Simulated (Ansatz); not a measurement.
# What SnPt (model cell, started as zinc blende) distorts into, part 2 of 2

Wanted: the energy along a soft mode of SnPt (model cell, started as zinc blende) and the structure at the end.

Ansatz 0.2.0; DFT LDA, scalar-relativistic, plane waves, PAW.

So far, highest frequency on the path or at a solved wavevector (cm⁻¹): step 2 (phonons on a q mesh) 193. Also lowest frequency on the path (cm⁻¹): step 2 -22.9.

The structure was built from a prototype and need not be the compound's stable phase.

### 4. The mode frozen in, largest atomic shift 0.32 Å

The atoms are moved along the unstable eigenvector, the largest shift by 0.32 Å, with the cell fixed.

Input file input.yaml:

```yaml
crystal:
  lattice:
    - [0.0, 0.0, -5.9066587008]
    - [5.9066587008, 0.0, 0.0]
    - [2.9533293504, -5.9066587008, -2.9533293504]
  atoms:
    - { symbol: Pt, position: [0.7260899749, 0.2260899749, 0.5] }
    - { symbol: Pt, position: [0.2739100251, 0.7739100251, 0.5] }
    - { symbol: Pt, position: [0.5239100251, 0.4760899749, 0.0] }
    - { symbol: Pt, position: [-0.0239100251, 0.0239100251, 0.0] }
    - { symbol: Sn, position: [0.625, 0.625, 0.25] }
    - { symbol: Sn, position: [0.125, 0.125, 0.25] }
    - { symbol: Sn, position: [0.3479119274, 0.8479119274, 0.8041761453] }
    - { symbol: Sn, position: [0.9020880726, 0.4020880726, 0.6958238547] }
kpoints:
  mp_grid: { grid: [6, 6, 6] }
hamiltonian:
  xc: lda
scf:
  occupations: { method: methfessel_paxton, width: 0.15 }
output:
  forces: true
  stress: true
  eigenvalues: true
```

Command:

```sh
$ ansatz run input.yaml --threads 4 --pin off --max-ram 7168MiB --backend cpu --events-out ev --progress --plain --runs-dir out
```

Numbers of over 12 decimals in the logs are rounded to 6 here.

What it wrote:

```text
[...]
Crystal: 8 atoms, lattice volume = 206.075 Å³
Basis set: ecut = 420 eV, 4035 PW (Γ)
Bands: 77, of which v1, the nominal top of the filled ones, is band 64 counted from 1 (63 counted from 0)
Symmetry: 8 space group operations
[...]
k-points: 30 of 216 (time reversal used)
[...]
k-point 0: bands = [... 60 lower, 8.9753, 9.7994, 9.8395, 10.0510, 10.3114, 11.3543, 11.3543, 11.7747, ... 9 higher]
  k-point 1: bands = [... 60 lower, 9.3195, 9.4681, 9.8273, 10.5446, 10.7398, 11.4046, 11.4046, 11.9791, ... 9 higher]
  k-point 2: bands = [... 60 lower, 8.9092, 9.0575, 10.9821, 11.2211, 11.2643, 11.4544, 11.4544, 12.6056, ... 9 higher]
  k-point 29: bands = [... 60 lower, 9.0053, 9.0962, 9.7715, 9.7940, 12.1881, 12.3000, 13.4053, 13.4843, ... 9 higher]
[key lines of the parts left out:]
SCF converged after 7 iterations
Free energy (F): -72498.272150 eV
Fermi energy:    11.099960 eV
P = ⅓ Tr σ = -1.9302 GPa (-19.302 kbar)
```

The job ended after 9 s (4 threads of Arm Neoverse V2, shared host; peak memory 0.74 GiB).

Numbers from this step:

* pressure: -1.930 GPa
* energy from the undistorted cell: -3.738 meV/atom

The energy, extrapolated to zero smearing, is -3.74 meV/atom against the undistorted cell.

The run ends at a pressure of -1.93 GPa, with forces up to 0.10 eV/Å.

### 5. Energy along the mode, all amplitudes (two of the runs are shown above)

An imaginary frequency means negative curvature, so the energy should fall and then rise again as anharmonic terms take over.

This step gave:

```
depth at the lowest point sampled  : 3.738 meV/atom
largest atomic shift at that point : 0.32 Å
```

Table of energy from the parent by largest atomic shift:

| largest atomic shift (Å) | energy from the parent (meV/atom) |
| --- | --- |
| 0.000 | 0 |
| 0.040 | -0.103 |
| 0.080 | -0.403 |
| 0.140 | -1.15 |
| 0.220 | -2.45 |
| 0.320 | -3.74 |
| 0.450 | -3.03 |
| 0.600 | 4.12 |

Displacement at unit largest shift by atom:

| atom | x (Å) | y (Å) | z (Å) | size |
| --- | --- | --- | --- | --- |
| Pt1 | -0.44 | 0.00 | 0.44 | 0.62 |
| Pt2 | 0.44 | 0.00 | -0.44 | 0.62 |
| Pt3 | -0.44 | 0.00 | -0.44 | 0.62 |
| Pt4 | 0.44 | 0.00 | 0.44 | 0.62 |
| Sn5 | 0.00 | 0.00 | 0.00 | 0.00 |
| Sn6 | 0.00 | 0.00 | 0.00 | 0.00 |
| Sn7 | 0.00 | -1.00 | 0.00 | 1.00 |
| Sn8 | 0.00 | 1.00 | 0.00 | 1.00 |

The lowest of the steps tried is at 0.32 Å, 3.74 meV/atom below the parent; the bottom of the well need not coincide with a step.

### 6. Relaxation from the frozen mode

Starting from the lowest point found, all atoms and the cell are let go, so that strain and other modes of the same symmetry can join in.

input.yaml, as its differences from that of step 4:

```diff
@@ -24 +24,6 @@
   eigenvalues: true
+relax:
+  adjacent_minimum: "off"
+  f_tol: 0.002
+  max_steps: 120
+  cell: { stress_tol: 0.03 }
```

What it wrote:

```text
[...]
Crystal: 8 atoms, lattice volume = 206.075 Å³
Basis set: ecut = 420 eV, 4035 PW (Γ)
Bands: 77, of which v1, the nominal top of the filled ones, is band 64 counted from 1 (63 counted from 0)
Symmetry: 8 space group operations
[...]
k-points: 30 of 216 (time reversal used)
[...]
SCF iter   1: F=—  HF=-72498.287450 eV  |F-HF|=—  |Δ(HF+E_count)|=         —  Δρ=5.71e-3  dr2=3.99e-2  ethr=1.77e-3  ⟨swp⟩=6.2  Hψ=8623  notcnv=0  defer=12
[...]
SCF iter   7: F=-72498.272150 eV  HF=-72498.272150 eV  |F-HF|=2.88e-8  |Δ(HF+E_count)|=   1.34e-7  S|Δr|=    0.00e0  Δρ=3.19e-6  dr2=4.12e-8  ethr=7.81e-11  ⟨swp⟩=11.1  Hψ=11415  notcnv=0
SCF 1 converged in 7 iterations: F = -72498.272150 eV  dr2 = 4.12e-8
[...]
relax step   1: F+E_penalty+E_count = -72498.27214955 eV  Δ(F+E_penalty+E_count) = +0.000e0 eV  max|allowed force component| = 9.111e-2 eV/Å  Δτ_max = 0.0000 Å  P = -1.930 GPa  Ω = 206.075 Å³  (7 SCF iters, dr2 threshold 1.00e-7 eV, accepted)
Crystal: 8 atoms, lattice volume = 196.290 Å³
Basis set: ecut = 420 eV, 3835 PW (Γ)
[...]
SCF iter   6: F=-72498.358573 eV  HF=-72498.358573 eV  |F-HF|=2.18e-7  |Δ(HF+E_count)|=   3.27e-7  S|Δr|=    0.00e0  Δρ=1.34e-5  dr2=4.30e-7  ethr=6.25e-10  ⟨swp⟩=7.8  Hψ=9748  notcnv=0
SCF 2 converged in 6 iterations: F = -72498.358573 eV  dr2 = 4.30e-7
[...]
relax step   2: F+E_penalty+E_count = -72498.35857316 eV  Δ(F+E_penalty+E_count) = -8.642e-2 eV  max|allowed force component| = 3.395e-1 eV/Å  Δτ_max = 0.0522 Å  P = +1.961 GPa  Ω = 196.290 Å³  energy of the carried Pulay correction = +3.947e-3 eV  (6 SCF iters, dr2 threshold 8.00e-7 eV, accepted)
Crystal: 8 atoms, lattice volume = 185.604 Å³
Basis set: ecut = 420 eV, 3597 PW (Γ)
[...]
SCF iter   8: F=-72498.819634 eV  HF=-72498.819635 eV  |F-HF|=9.64e-8  |Δ(HF+E_count)|=   5.01e-7  S|Δr|=    0.00e0  Δρ=7.58e-6  dr2=2.07e-7  ethr=6.25e-10  ⟨swp⟩=7.2  Hψ=9268  notcnv=0
SCF 3 converged in 8 iterations: F = -72498.819634 eV  dr2 = 2.07e-7
[...]
relax step   3: F+E_penalty+E_count = -72498.81963449 eV  Δ(F+E_penalty+E_count) = -4.611e-1 eV  max|allowed force component| = 5.432e-1 eV/Å  Δτ_max = 0.1956 Å  P = +3.123 GPa  Ω = 185.604 Å³  energy of the carried Pulay correction = +8.484e-3 eV  (8 SCF iters, dr2 threshold 8.00e-7 eV, accepted)
[... from here on, the SCF cycles and remarks between the steps are left out ...]
relax step   4: F+E_penalty+E_count = -72499.42935699 eV  Δ(F+E_penalty+E_count) = -6.097e-1 eV  max|allowed force component| = 2.739e-1 eV/Å  Δτ_max = 0.1938 Å  P = +4.977 GPa  Ω = 175.004 Å³  energy of the carried Pulay correction = +1.324e-2 eV  (8 SCF iters, dr2 threshold 8.00e-7 eV, accepted)
relax step   5: F+E_penalty+E_count = -72499.54704663 eV  Δ(F+E_penalty+E_count) = -1.177e-1 eV  max|allowed force component| = 1.460e-1 eV/Å  Δτ_max = 0.0406 Å  P = -0.705 GPa  Ω = 182.945 Å³  energy of the carried Pulay correction = +9.651e-3 eV  (6 SCF iters, dr2 threshold 8.00e-7 eV, accepted)
relax step   6: F+E_penalty+E_count = -72499.57246384 eV  Δ(F+E_penalty+E_count) = -2.542e-2 eV  max|allowed force component| = 2.921e-1 eV/Å  Δτ_max = 0.1171 Å  P = -0.524 GPa  Ω = 184.340 Å³  energy of the carried Pulay correction = +9.037e-3 eV  (6 SCF iters, dr2 threshold 8.00e-7 eV, accepted)
relax step   7: F+E_penalty+E_count = -72499.59035215 eV  Δ(F+E_penalty+E_count) = -1.789e-2 eV  max|allowed force component| = 2.121e-2 eV/Å  Δτ_max = 0.0401 Å  P = -0.026 GPa  Ω = 182.811 Å³  energy of the carried Pulay correction = +9.711e-3 eV  (5 SCF iters, dr2 threshold 8.00e-7 eV, accepted)
relax step   8: F+E_penalty+E_count = -72499.59058745 eV  Δ(F+E_penalty+E_count) = -2.353e-4 eV  max|allowed force component| = 2.393e-3 eV/Å  Δτ_max = 0.0054 Å  P = -0.002 GPa  Ω = 182.712 Å³  energy of the carried Pulay correction = +9.754e-3 eV  (5 SCF iters, dr2 threshold 2.81e-8 eV, accepted)
relax step   9: F+E_penalty+E_count = -72499.59059496 eV  Δ(F+E_penalty+E_count) = -7.505e-6 eV  max|allowed force component| = 1.188e-3 eV/Å  Δτ_max = 0.0005 Å  P = +0.005 GPa  Ω = 182.701 Å³  energy of the carried Pulay correction = +9.759e-3 eV  (6 SCF iters, dr2 threshold 3.58e-10 eV, accepted)
relax step  10: F+E_penalty+E_count = -72499.59038083 eV  Δ(F+E_penalty+E_count) = +2.141e-4 eV  max|allowed force component| = 1.847e-3 eV/Å  Δτ_max = 0.0000 Å  P = +0.020 GPa  Ω = 182.701 Å³  stress off target by 1.38e-1 GPa  SCF on the basis re-selected at this cell (its energy is not comparable with the rows above)  (7 SCF iters)
relax step  11: F+E_penalty+E_count = -72499.59062210 eV  Δ(F+E_penalty+E_count) = -2.413e-4 eV  max|allowed force component| = 6.798e-4 eV/Å  Δτ_max = 0.0040 Å  P = +0.004 GPa  Ω = 182.743 Å³  energy of the carried Pulay correction = -2.718e-5 eV  (5 SCF iters, dr2 threshold 4.76e-8 eV, accepted)
[...]
SCF iter   5: F=-72499.590677 eV  HF=-72499.590677 eV  |F-HF|=0.00e0  |Δ(HF+E_count)|=  5.82e-11  S|Δr|=    0.00e0  Δρ=9.32e-8  dr2=1.52e-11  ethr=1.00e-12  ⟨swp⟩=6.5  Hψ=11560  notcnv=0
SCF 12 converged in 5 iterations: F = -72499.590677 eV  dr2 = 1.52e-11
relax step  12: F+E_penalty+E_count = -72499.59067670 eV  Δ(F+E_penalty+E_count) = -5.460e-5 eV  max|allowed force component| = 6.668e-4 eV/Å  Δτ_max = 0.0000 Å  P = +0.004 GPa  Ω = 182.743 Å³  stress off target by 1.86e-2 GPa  SCF on the basis re-selected at this cell (its energy is not comparable with the rows above)  (5 SCF iters)
basis re-selected at this cell: Δ(F+E_penalty+E_count) = -5.460e-5 eV, ΔP = -0.000 GPa vs the last step (what re-selecting the basis moved, of the pressure what is left beyond the Pulay correction that the steps carried, after the strain that the cell walked since its last selection, with what the two solves' SCF thresholds leave and, on support functions, any second-order correction that the steps lacked; it is no m [...]
SCF converged after 5 iterations
[...]
Free energy (F): -72499.590677 eV
[...]
Internal energy: -72499.587561 eV  (E = F + TS)
E sigma→0 (E₀):  -72499.589898 eV
Entropy (-TS):   -0.003116 eV (-0.390 meV/atom)
Fermi energy:    13.084526 eV
[...]
--- Forces (eV/Å), atoms counted from 1 ---
  atom   1  Pt     0.00052300     0.00066679    -0.00052300
  atom   2  Pt    -0.00052300     0.00066679     0.00052300
  atom   3  Pt     0.00052300    -0.00066679     0.00052300
  atom   4  Pt    -0.00052300    -0.00066679    -0.00052300
  atom   5  Sn     0.00000000    -0.00000000     0.00000000
  atom   6  Sn     0.00000000    -0.00000000     0.00000000
  atom   7  Sn     0.00000000     0.00026491     0.00000000
  atom   8  Sn     0.00000000    -0.00026491     0.00000000
  max |Σ_I F_I| component: 2.07e-16 eV/Å
--- Stress (GPa, compression-positive) ---
       -0.003065       0.000000      -0.000000
        0.000000       0.018648       0.000000
       -0.000000       0.000000      -0.003065
  P = ⅓ Tr σ = 0.0042 GPa (0.042 kbar)
--- Band table (eV; the first three rows and the last of 30) ---
  k-point 0: bands = [... 60 lower, 11.3937, 11.3937, 11.6933, 12.6133, 13.4745, 13.4745, 13.9473, 15.8274, ... 9 higher]
  k-point 1: bands = [... 60 lower, 11.3800, 11.3800, 11.9350, 12.5023, 13.5534, 13.5534, 14.1486, 15.8505, ... 9 higher]
  k-point 2: bands = [... 60 lower, 11.3385, 12.0271, 12.3307, 12.3503, 13.7549, 13.7549, 14.5310, 14.8662, ... 9 higher]
  k-point 29: bands = [... 60 lower, 11.0692, 11.2234, 11.2716, 11.6776, 12.9469, 13.9643, 14.0912, 15.1086, ... 9 higher]
--- Relaxed structure (10 steps of the walk, 10 accepted, 2 SCFs on fresh bases) ---
  F+E_penalty+E_count = -72499.59067670 eV   max|allowed force component| = 6.668e-4 eV/Å   (the final SCF, on the basis selected at the relaxed cell)
  cell:  # Å, volume = 182.7434 Å³
    - [0.0, 0, -5.293073]
    - [5.293073, 0, 0.0]
    - [2.646536, -6.522679, -2.646536]
  atoms:
    - { symbol: Pt, position: [0.674439, 0.174439, 0.504123] }
    - { symbol: Pt, position: [0.321438, 0.821438, 0.504123] }
    - { symbol: Pt, position: [0.575561, 0.428562, -0.00412304] }
    - { symbol: Pt, position: [-0.071438, 0.075561, -0.00412304] }
    - { symbol: Sn, position: [0.625000, 0.625000, 0.250000] }
    - { symbol: Sn, position: [0.125000, 0.125000, 0.250000] }
    - { symbol: Sn, position: [0.319373, 0.819373, 0.861254] }
    - { symbol: Sn, position: [0.930627, 0.430627, 0.638746] }
```

Elapsed: 2 min, on 4 threads; peak memory 0.8 GiB; 7.9 min of CPU time.

The steps of the relaxation:

| step | energy less that of the first step (eV) | largest force component (eV/Å) | pressure (GPa) | volume (Å³) |
| --- | --- | --- | --- | --- |
| 1 | 0.0000 | 0.0911 | -1.93 | 206.08 |
| 2 | -0.0864 | 0.3395 | 1.96 | 196.29 |
| 3 | -0.5475 | 0.5432 | 3.12 | 185.60 |
| 4 | -1.1572 | 0.2739 | 4.98 | 175.00 |
| 5 | -1.2749 | 0.1460 | -0.71 | 182.94 |
| 6 | -1.3003 | 0.2921 | -0.52 | 184.34 |
| 7 | -1.3182 | 0.0212 | -0.03 | 182.81 |
| 8 | -1.3184 | 0.0024 | 0.00 | 182.71 |
| 9 | -1.3184 | 0.0012 | 0.00 | 182.70 |
| 10* | -1.3182 | 0.0018 | 0.02 | 182.70 |
| 11 | -1.3185 | 0.0007 | 0.00 | 182.74 |
| 12* | -1.3185 | 0.0007 | 0.00 | 182.74 |

Relaxation steps marked * repeat the geometry before them on a plane-wave basis chosen anew for their cell, so energy and pressure can jump there.

Forces are held to the 8 operations that the run works with; a distortion that breaks them can't arise in this run.

| conventional cell, symmetrised | before | after | change |
| --- | --- | --- | --- |
| a (Å) | 5.907 | 5.293 | -10.4 % |
| b (Å) | 5.907 | 5.293 | -10.4 % |
| c (Å) | 11.813 | 13.045 | +10.4 % |
| volume (Å³/atom) | 25.76 | 22.84 | -11.3 % |

The atoms that moved most (Å, as changes of fractional coordinates times the final cell):

| atom | dx | dy | dz | length |
| --- | --- | --- | --- | --- |
| Sn8 | 0.000 | 0.372 | 0.000 | 0.372 |
| Sn7 | 0.000 | -0.372 | 0.000 | 0.372 |
| Pt3 | -0.262 | 0.027 | -0.262 | 0.372 |
| Pt4 | 0.262 | 0.027 | 0.262 | 0.372 |
| Pt2 | 0.262 | -0.027 | -0.262 | 0.372 |
| Pt1 | -0.262 | -0.027 | 0.262 | 0.372 |

This step gave:

| Property | Result |
| --- | --- |
| pressure | 0.004172 GPa |
| volume per atom | 22.84 Å³ |

The distorted start has space group I-42m; the relaxation ends in I-42m.

### 7. The new phase in its own primitive cell

The relaxed structure is symmetrised, reduced to its primitive cell and relaxed tightly, as its phonons need.

Input file input.yaml:

```yaml
crystal:
  lattice:
    - [-2.6465363814, 2.6465363814, 6.5226793107]
    - [2.6465363814, -2.6465363814, 6.5226793107]
    - [2.6465363814, 2.6465363814, -6.5226793107]
  atoms:
    - { symbol: Pt, position: [0.8035623781, 0.4505606572, 0.0] }
    - { symbol: Pt, position: [0.4505606572, 0.8035623781, 0.0] }
    - { symbol: Pt, position: [0.1964376219, 0.1964376219, 0.6469982791] }
    - { symbol: Pt, position: [0.5494393428, 0.5494393428, 0.3530017209] }
    - { symbol: Sn, position: [0.5, 0.0, 0.5] }
    - { symbol: Sn, position: [0.0, 0.5, 0.5] }
    - { symbol: Sn, position: [0.8056271001, 0.8056271001, 0.0] }
    - { symbol: Sn, position: [0.1943728999, 0.1943728999, 0.0] }
kpoints:
  mp_grid: { grid: [8, 8, 8] }
hamiltonian:
  xc: lda
scf:
  occupations: { method: methfessel_paxton, width: 0.15 }
output:
  forces: true
  stress: true
  eigenvalues: true
relax:
  adjacent_minimum: "off"
  f_tol: 0.001
  max_steps: 60
  cell: { stress_tol: 0.01 }
```

What it wrote:

```text
[...]
- [2.642713, 2.642713, -6.542465]
  atoms:
    - { symbol: Pt, position: [0.803796, 0.450357, 0.0] }
    - { symbol: Pt, position: [0.450357, 0.803796, 0.0] }
    - { symbol: Pt, position: [0.196204, 0.196204, 0.646561] }
    - { symbol: Pt, position: [0.549643, 0.549643, 0.353439] }
    - { symbol: Sn, position: [0.5, 0, 0.5] }
    - { symbol: Sn, position: [0, 0.5, 0.5] }
    - { symbol: Sn, position: [0.805105, 0.805105, 0] }
    - { symbol: Sn, position: [0.194895, 0.194895, 0] }
[key lines of the parts left out:]
SCF converged after 6 iterations
Free energy (F): -72499.600465 eV
Fermi energy:    13.046967 eV
P = ⅓ Tr σ = 0.0047 GPa (0.047 kbar)
```

The job ended after 94 s (4 threads; peak memory 0.94 GiB; 6.2 min of CPU time).

Relaxation path:

| step | energy less that of the first step (eV) | largest force component (eV/Å) | pressure (GPa) | volume (Å³) |
| --- | --- | --- | --- | --- |
| 1 | 0.0000 | 0.0134 | 0.00 | 182.74 |
| 2 | -0.0003 | 0.0137 | 0.00 | 182.77 |
| 3 | -0.0003 | 0.0012 | -0.01 | 182.80 |
| 4 | -0.0003 | 0.0002 | 0.00 | 182.77 |
| 5* | -0.0004 | 0.0002 | 0.00 | 182.77 |

Relaxation steps marked * repeat the geometry before them on a plane-wave basis chosen anew for their cell, so energy and pressure can jump there.

Forces are held to the 8 operations that the run works with; a distortion that breaks them can't arise in this run.

| conventional cell, symmetrised | before | after | change |
| --- | --- | --- | --- |
| a (Å) | 5.293 | 5.285 | -0.1 % |
| b (Å) | 5.293 | 5.285 | -0.1 % |
| c (Å) | 13.045 | 13.085 | +0.3 % |
| volume (Å³/atom) | 22.84 | 22.85 | +0.0 % |

Final coordinates:

```cif
data_structure
_symmetry_space_group_name_H-M 'P 1'
_symmetry_Int_Tables_number 1
_cell_length_a 7.5347
_cell_length_b 7.5347
_cell_length_c 7.5347
_cell_angle_alpha 138.935
_cell_angle_beta 138.935
_cell_angle_gamma 59.474
_cell_volume 182.77
loop_
_atom_site_label
_atom_site_type_symbol
_atom_site_fract_x
_atom_site_fract_y
_atom_site_fract_z
_atom_site_occupancy
Pt1 Pt 0.80380 0.45036 0.00000 1
Pt2 Pt 0.45036 0.80380 0.00000 1
Pt3 Pt 0.19620 0.19620 0.64656 1
Pt4 Pt 0.54964 0.54964 0.35344 1
Sn5 Sn 0.50000 0.00000 0.50000 1
Sn6 Sn 0.00000 0.50000 0.50000 1
Sn7 Sn 0.80511 0.80511 0.00000 1
Sn8 Sn 0.19489 0.19489 0.00000 1
```

Numbers from this step:

| Item | Value |
| --- | --- |
| pressure | 0.004691 GPa |
| volume per atom | 22.85 Å³ |

The largest force component left is 0.17 meV/Å and the pressure is 0.005 GPa, within the tolerances set. The cell now holds 22.85 Å³/atom.

### 8. Results

* unstable mode of the parent: q = (0.25, -0.5, -0.25), 23i cm⁻¹
* depth at the lowest point sampled: 3.74 meV/atom
* largest atomic shift at that point: 0.32 Å
* space group reached (within 0.01 Å): I-42m
* energy gained over the parent (first relaxation, on the mesh of the frozen mode): 169 meV/atom
* volume per atom, phase reached: 22.8 Å³

Along this mode the structure falls into I-42m, 169 meV/atom below the parent. At the parent's cell the well is 3.738 meV/atom deep on the steps tried, with its lowest point at a shift of 0.32 Å. Relaxing atoms and cell changes the gain by +164.87 meV/atom against the lowest step (energies at zero smearing). Most of the total comes from this relaxation. The modes of the phase reached were not computed on this path. Of the 4 patterns followed to their end from this parent, this one ends 401 meV/atom above the lowest, P6_3/mmc. Each path keeps the symmetry of its pattern, so a lower phase may lie along a pattern not tried. With no gap, or one that is small against the smearing, the frequencies hang on the k mesh and the smearing, most of all near Kohn anomalies. Spin-orbit coupling is left out, which can matter for the heavy elements here. The starting cell was built on a prototype and not taken from a measurement, so the phase need not exist.

[Logs are printed without paths, hosts, clocks, repeated set-up lines and the standing remarks that a program may print on its own settings, such as how far it seeks lower states.]

[Hosts, paths, dates, database ids (printed as entryN), source tags and the programs' standing remarks are cut or masked in the printed files.]
